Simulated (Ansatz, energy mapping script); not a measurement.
# MnS: exchange against U, a fit and a prediction

How does exchange in MnS follow U? One row of the series is withheld as a test of the fit.

Program: Ansatz 0.2.0. Level of theory: PBE+U; plane waves, U on orthogonalised atomic orbitals unless named otherwise, collinear spin, no spin–orbit coupling. Results are calculated unless marked as measured.

The database entry behind the starting cell differs from later determinations by our own check (an axis about 0.2 % short against later determinations), so it need not match the best structure at ambient conditions.

## Step 1: Set-up

It takes space group Fm-3m (No. 225, cubic). Conventional cell: a = 5.209 Å, b = 5.209 Å, c = 5.209 Å, α = 90.00°, β = 90.00°, γ = 90.00°. Mn has 6 S at 2.60 Å nearest. Nearest to S lie 6 Mn at 2.60 Å. Farther neighbours and most contacts between anions are not listed.

Coordinates:

```cif
data_structure
_symmetry_space_group_name_H-M 'P 1'
_symmetry_Int_Tables_number 1
_cell_length_a 3.6833
_cell_length_b 3.6833
_cell_length_c 3.6833
_cell_angle_alpha 60.000
_cell_angle_beta 60.000
_cell_angle_gamma 60.000
_cell_volume 35.33
loop_
_atom_site_label
_atom_site_type_symbol
_atom_site_fract_x
_atom_site_fract_y
_atom_site_fract_z
_atom_site_occupancy
Mn1 Mn 0.00000 0.00000 0.00000 1
S2 S 0.50000 0.50000 0.50000 1
```

## Step 2: One run of the series

Contents of input.yaml:

```yaml
crystal:
  lattice:
    - [0.0, -2.6045, -2.6045]
    - [-2.6045, 0.0, -2.6045]
    - [2.6045, 2.6045, -5.209]
  atoms:
    - { symbol: Mn, position: [0.5, 0.5, 0.5], spin: 4.5 }
    - { symbol: Mn, position: [0.0, 0.0, 0.0], spin: -4.5 }
    - { symbol: S, position: [0.75, 0.75, 0.75] }
    - { symbol: S, position: [0.25, 0.25, 0.25] }
magnetization:
  spin_polarized: true
kpoints:
  mp_grid: { grid: [9, 9, 9] }
hamiltonian:
  xc: pbe
  hubbard:
    sites:
      - { species: Mn, l: d, u_eff: 1.0 }
      - { site: 0, l: d, u_eff: 1.0, starting_ns: [{ spin: up, occupation_matrix: mn1_major }, { spin: down, occupation_matrix: mn1_minor }] }
      - { site: 1, l: d, u_eff: 1.0, starting_ns: [{ spin: up, occupation_matrix: mn1_minor }, { spin: down, occupation_matrix: mn1_major }] }
    projectors: ortho-atomic
    occupation_matrices:
      mn1_major:
        matrix:
          - [0.98, 0.0, 0.0, 0.0, 0.0]
          - [0.0, 0.996, 0.0, 0.0, 0.0]
          - [0.0, 0.0, 0.996, 0.0, 0.0]
          - [0.0, 0.0, 0.0, 0.98, 0.0]
          - [0.0, 0.0, 0.0, 0.0, 0.996]
      mn1_minor:
        matrix:
          - [0.141, 0.0, 0.0, 0.0, 0.0]
          - [0.0, 0.053, 0.0, 0.0, 0.0]
          - [0.0, 0.0, 0.053, 0.0, 0.0]
          - [0.0, 0.0, 0.0, 0.141, 0.0]
          - [0.0, 0.0, 0.0, 0.0, 0.053]
scf:
  occupations: { method: fermi_dirac, width: 0.05 }
output:
  eigenvalues: true
  write_density: true
  write_potential: true
  elf: true
  volumetric_format: npy
```

On the command line:

```console
$ ansatz run input.yaml --threads 4 --pin off --max-ram 8192MiB --backend cpu --events-out ev --progress --plain --runs-dir out
```

Numbers of over 12 decimals in the logs are rounded to 6 here.

Output:

```text
Engine: ansatz 0.2.0, aarch64-unknown-linux-gnu
Pseudopotentials: kind: paw
Pseudopotential: Mn, paw, valence charge 15, recommended cutoff 420 eV (normal), Mn.paw.azcp
Pseudopotential: S, paw, valence charge 6, recommended cutoff 420 eV (normal), S.paw.azcp
Functional definition: PBE
  parameter kappa = 0.804
  parameter beta = 0.066725
  exchange = pbe_x(kappa = kappa, mu = beta*pi^2/3)
[...]
k-point 1 ↑: bands = [... 17 lower, 8.2852, 8.4114, 8.9759, 8.9759, 11.6143, 11.6143, 11.6979, 12.7663, ... 6 higher]
  k-point 2 ↑: bands = [... 17 lower, 7.9872, 7.9872, 9.3067, 9.3067, 11.5927, 11.5927, 11.6449, 12.6728, ... 6 higher]
  k-point 84 ↓: bands = [... 17 lower, 7.2818, 7.4270, 8.5093, 8.9168, 11.6807, 11.8965, 12.0988, 12.1470, ... 6 higher]
Occupation matrices written to <dir>
[key lines of the parts left out:]
SCF converged after 12 iterations
Magnetization: 0.0000 μB (21.0000 up, 21.0000 down)
Free energy (F): -9603.422720 eV
Fermi energy:    10.367922 eV
```

Elapsed: 7.8 s, on 4 threads of Arm Neoverse V1, shared host; peak memory 0.62 GiB.

At each step 4 orders with opposed moments are measured from the parallel order and fitted to E = −Σ J e·e over ordered pairs of unit vectors. The series follows the Mn–Mn pairs, 5.21 Å apart in the run shown.

## Step 3: The series

| U (eV) | J (meV) | largest moment (μB) |
| --- | --- | --- |
| 1 | -9.01 | 4.36 |
| 2 | ? | ? |
| 3 | -5.31 | 4.47 |
| 5 | -2.64 | 4.53 |
| 6 | -1.68 | 4.55 |
| 7 | -0.928 | 4.57 |

Wanted: J at U = 2.

## Step 4: The fit

The simplest form of superexchange, t²/(U + Δ), with Δ an offset, makes 1/|J| a straight line in U. Fitted as straight lines, ln|J| holds these rows better than 1/|J|, so take it as an empirical form: ln|J| = a + b U.

| x | y | x − x̄ | y − ȳ | fit |
| --- | --- | --- | --- | --- |
| 1 | 2.198 | -3.40 | 1.14 | 2.316 |
| 3 | 1.670 | -1.40 | 0.613 | 1.575 |
| 5 | 0.9708 | 0.600 | -0.0858 | 0.8343 |
| 6 | 0.5188 | 1.60 | -0.538 | 0.4639 |
| 7 | -0.07472 | 2.60 | -1.13 | 0.09349 |

With x̄ = 4.4 and ȳ = 1.057, least squares gives b = Σ(x − x̄)(y − ȳ)/Σ(x − x̄)² = -0.3704 and a = ȳ − b x̄ = 2.686. At x = 2 the line gives y = 1.946, so J = -7.00 meV.

## Step 5: What came out

* J predicted by the fit: -7.00 meV
* J of the withheld step: -7.14 meV

What this shows: The fit predicts -7.00 meV and the withheld step gave -7.14 meV, a miss of 0.14 meV. The line holds the rows used within 13 % of the largest J, so the law is only rough over this range. J shrinks by a factor of 1.45 for each eV of U on average over this range. At 2 of 6 steps the fit of the energies is itself in doubt, for one or more of these reasons: some orders are gapless and others have a gap. The series was picked because its coupling changes steadily.

[Logs and program files are shortened in this print: banners, set-up blocks, solver, clock and traceback lines can be left out without a mark of their own.]

[Logs are printed without paths, hosts, clocks, repeated set-up lines and the standing remarks that a program may print on its own settings, such as how far it seeks lower states.]

[Hosts, paths, dates, database ids (printed as entryN), source tags and the programs' standing remarks are cut or masked in the printed files.]

[Where a cell is said to come from a database of computed structures, the database is the Materials Project.]
